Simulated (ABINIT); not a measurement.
# MgS (Niningerite): G0W0 in ABINIT against the screening cutoff in the self-energy

How does the gap of MgS (Niningerite) converge in the screening cutoff in the self-energy?

Main program and level: ABINIT 10.8.3; LDA and many-body steps on it, plane waves.

This is a report of a sequence of runs, with most program output left out.

## Step 1: Starting point

The structure is cubic, space group Fm-3m (No. 225). The conventional cell has a = 5.203 Å, b = 5.203 Å, c = 5.203 Å, α = 90.00°, β = 90.00°, γ = 90.00°. Mg has 6 S at 2.60 Å nearest. Nearest to S lie 6 Mg at 2.60 Å. Farther neighbours and most contacts between anions are not listed.

The cell and positions come from the Crystallography Open Database and are kept as given unless a step says otherwise.

## Step 2: Screening, 4×4×4 mesh, 113 bands, screening to 217.7 eV

This step: ABINIT 10.8.3; RPA screening on LDA, plane waves, norm-conserving pseudopotentials.

The RPA dielectric matrix is built and inverted for each q.

Input file run.abi:

```
acell 3*1.0 Angstrom
rprim 
  0.000000000000 2.601650000000 2.601650000000
  2.601650000000 0.000000000000 2.601650000000
  2.601650000000 2.601650000000 0.000000000000
ntypat 2
znucl 12 16
natom 2
typat 1 2
xred 
  0.000000000000 0.000000000000 0.000000000000
  0.500000000000 0.500000000000 0.500000000000
pp_dirpath "pseudos"
pseudos "Mg.upf, S.upf"
ecut 38
ngkpt 4 4 4
nshiftk 1
shiftk 0 0 0
kptopt 1
chksymbreak 0
istwfk *1
occopt 1
irdwfk 1
optdriver 3
nband 113
ecuteps 8
inclvkb 2
awtr 1
symchi 1
indata_prefix "in"
outdata_prefix "out"
tmpdata_prefix "tmp"
```

The run is started by

```sh
OMP_NUM_THREADS=1 mpirun -n 4 abinit run.abi > log
```

Wall time 77 s (4 MPI ranks of Arm Neoverse N1, shared host); peak memory 0.71 GiB; 4.3 min of CPU time.

Numbers from this step:

| Property | Result |
| --- | --- |
| ε∞ with local fields, on this mesh, along the program's q direction | 6.574 |
| the same without local fields | 7.555 |
| plasma frequency | 25.03 eV |
| plane waves in the screening matrix | 259 |

Local fields lower ε∞ by 13 %. On a Γ-centred mesh this coarse the value itself is usually too large, while a short band sum pulls it down.

## Step 3: 0.8 Ha

This step: G0W0 on LDA, plane waves, norm-conserving pseudopotentials.

run.abi: that of step 2 with these lines changed.

```diff
@@ -23,8 +23,17 @@
 irdwfk 1
-optdriver 3
+optdriver 4
 nband 113
-ecuteps 8
-inclvkb 2
-awtr 1
-symchi 1
+gwcalctyp 0
+ecutsigx 38
+symsigma 1
+nkptgw 2
+kptgw 
+  0.0000000000 0.0000000000 0.0000000000
+  0.5000000000 0.5000000000 0.0000000000
+bdgw 
+  6 12
+  7 10
+ecuteps 0.8
+irdscr 1
+ppmodel 1
 indata_prefix "in"
```

The job ended after 7.7 s (4 MPI ranks; peak memory 0.45 GiB).

This step gave:

```yaml
g0w0_gap_on_the_points_computed: 4.373 eV
starting_gap_on_the_mesh: 2.559 eV
k_of_the_valence_top: 0, 0, 0
k_of_the_conduction_bottom: 0.5, 0.5, 0
z_at_the_valence_top: 0.823
z_at_the_conduction_bottom: 0.833
least_direct_g0w0_gap_on_the_computed_points: 5.147 eV
```

## Step 4: 1.6 Ha

run.abi: that of step 3 with these lines changed.

```diff
@@ -35,3 +35,3 @@
   7 10
-ecuteps 0.8
+ecuteps 1.6
 irdscr 1
```

It took 7.8 s on 4 MPI ranks; peak memory 0.59 GiB; 20 s of CPU time.

This step gave:

* G0W0 gap on the points computed: 4.089 eV
* starting gap on the mesh: 2.559 eV
* k of the valence top: 0, 0, 0
* k of the conduction bottom: 0.5, 0.5, 0
* Z at the valence top: 0.804
* Z at the conduction bottom: 0.823
* least direct G0W0 gap on the computed points: 4.869 eV

## Step 5: 2.8 Ha

The self-energy is evaluated for the states that the input lists, and the levels follow from it, in one-shot runs by the linearised quasiparticle equation.

run.abi: that of step 4 with these lines changed.

```diff
@@ -35,3 +35,3 @@
   7 10
-ecuteps 1.6
+ecuteps 2.8
 irdscr 1
```

Run time: 7.7 s. Hardware: 4 MPI ranks; peak memory 0.58 GiB; 25 s of CPU time.

Numbers from this step:

- G0W0 gap on the points computed: 4.220 eV
- starting gap on the mesh: 2.559 eV
- k of the valence top: 0, 0, 0
- k of the conduction bottom: 0.5, 0.5, 0
- least direct G0W0 gap on the computed points: 5.097 eV

The gap on the mesh goes from 2.56 eV to 4.22 eV, a correction of +1.66 eV.

## Step 6: 4 Ha

run.abi: that of step 5 with these lines changed.

```diff
@@ -35,3 +35,3 @@
   7 10
-ecuteps 2.8
+ecuteps 4
 irdscr 1
```

It took 8.3 s on 4 MPI ranks; peak memory 0.58 GiB.

Numbers from this step:

```
G0W0 gap on the points computed              : 4.274 eV
starting gap on the mesh                     : 2.559 eV
k of the valence top                         : 0, 0, 0
k of the conduction bottom                   : 0.5, 0.5, 0
least direct G0W0 gap on the computed points : 5.126 eV
```

Against the run before, the gap moves by +0.054 eV.

## Step 7: 6 Ha

run.abi: that of step 6 with these lines changed.

```diff
@@ -35,3 +35,3 @@
   7 10
-ecuteps 4
+ecuteps 6
 irdscr 1
```

Wall time 15 s (4 MPI ranks); peak memory 0.71 GiB; 53 s of CPU time.

Numbers from this step:

```yaml
g0w0_gap_on_the_points_computed: 4.362 eV
starting_gap_on_the_mesh: 2.559 eV
k_of_the_valence_top: 0, 0, 0
k_of_the_conduction_bottom: 0.5, 0.5, 0
least_direct_g0w0_gap_on_the_computed_points: 5.15 eV
```

Against the run before, the gap moves by +0.088 eV.

## Step 8: 8 Ha

run.abi: that of step 7 with these lines changed.

```diff
@@ -35,3 +35,3 @@
   7 10
-ecuteps 6
+ecuteps 8
 irdscr 1
```

The job ended after 25 s (4 MPI ranks; peak memory 0.79 GiB; 91 s of CPU time).

This step gave:

* G0W0 gap on the points computed: 4.384 eV
* starting gap on the mesh: 2.559 eV
* k of the valence top: 0, 0, 0
* k of the conduction bottom: 0.5, 0.5, 0
* least direct G0W0 gap on the computed points: 5.147 eV

Against the run before, the gap moves by +0.022 eV.

## Step 9: The runs together

Times are wall times on 4 MPI ranks of Arm Neoverse N1, shared host, good to a factor of about two. A run's time includes the screening step that it read.

```csv
run,mesh,bands,screening cutoff (eV),DFT gap (eV),gap on the mesh (eV),direct (eV),ε∞ used,time
0.8 Ha,4×4×4,113,21.8,2.559,4.373,5.147,6.57,85 s
1.6 Ha,4×4×4,113,43.5,2.559,4.089,4.869,6.57,85 s
2.8 Ha,4×4×4,113,76.2,2.559,4.220,5.097,6.57,85 s
4 Ha,4×4×4,113,108.8,2.559,4.274,5.126,6.57,86 s
6 Ha,4×4×4,113,163.3,2.559,4.362,5.150,6.57,93 s
8 Ha,4×4×4,113,217.7,2.559,4.384,5.147,6.57,1.7 min
```

## Step 10: Results

| Quantity | Value |
| --- | --- |
| 0.8 Ha | 4.373 eV |
| 1.6 Ha | 4.089 eV |
| 2.8 Ha | 4.220 eV |
| 4 Ha | 4.274 eV |
| 6 Ha | 4.362 eV |
| 8 Ha | 4.384 eV |
| known limits | not at the basis limit; coarse k mesh |

In words: The setting moved: screening cutoff in the self-energy. From 0.8 Ha to 8 Ha the gap moves by +0.01 eV, not steadily: it passes through 4.09 eV. The last step still moves it by +0.022 eV. Bands and screening cutoff are coupled, so a series along one setting does not show full convergence. Bands and cutoff are finite, so the gap is not at the basis limit. The miss can reach some tenths of an eV and take either sign; the mesh is an error of its own. In the G0W0 runs levels were corrected at 2 k points alone, so a gap called «on the mesh» is the least over those, and an edge elsewhere would be missed. The 4×4×4 mesh is coarse for this cell, which bears on the long-range parts of exchange and screening.

[Paths, hosts, dates, memory and timing lines, banners, echoed tables and standing remarks are left out of the program output.]

[Logs are printed without paths, hosts, clocks, repeated set-up lines and the standing remarks that a program may print on its own settings, such as how far it seeks lower states.]

[Runs of the session that timed out or met a known fault of the program may be left out.]

[Hosts, paths, dates, database ids (printed as entryN), source tags and the programs' standing remarks are cut or masked in the printed files.]

[G0W0 gaps are taken among the corrected bands and points alone; a level outside them can change the order at an edge.]

[Where Ansatz stands beside ABINIT at settings called matched, ABINIT's density can come from a denser mesh and the files from another edition; pairs whose starting gaps differed by over 0.03 eV were left out, so agreement reads better than it is.]
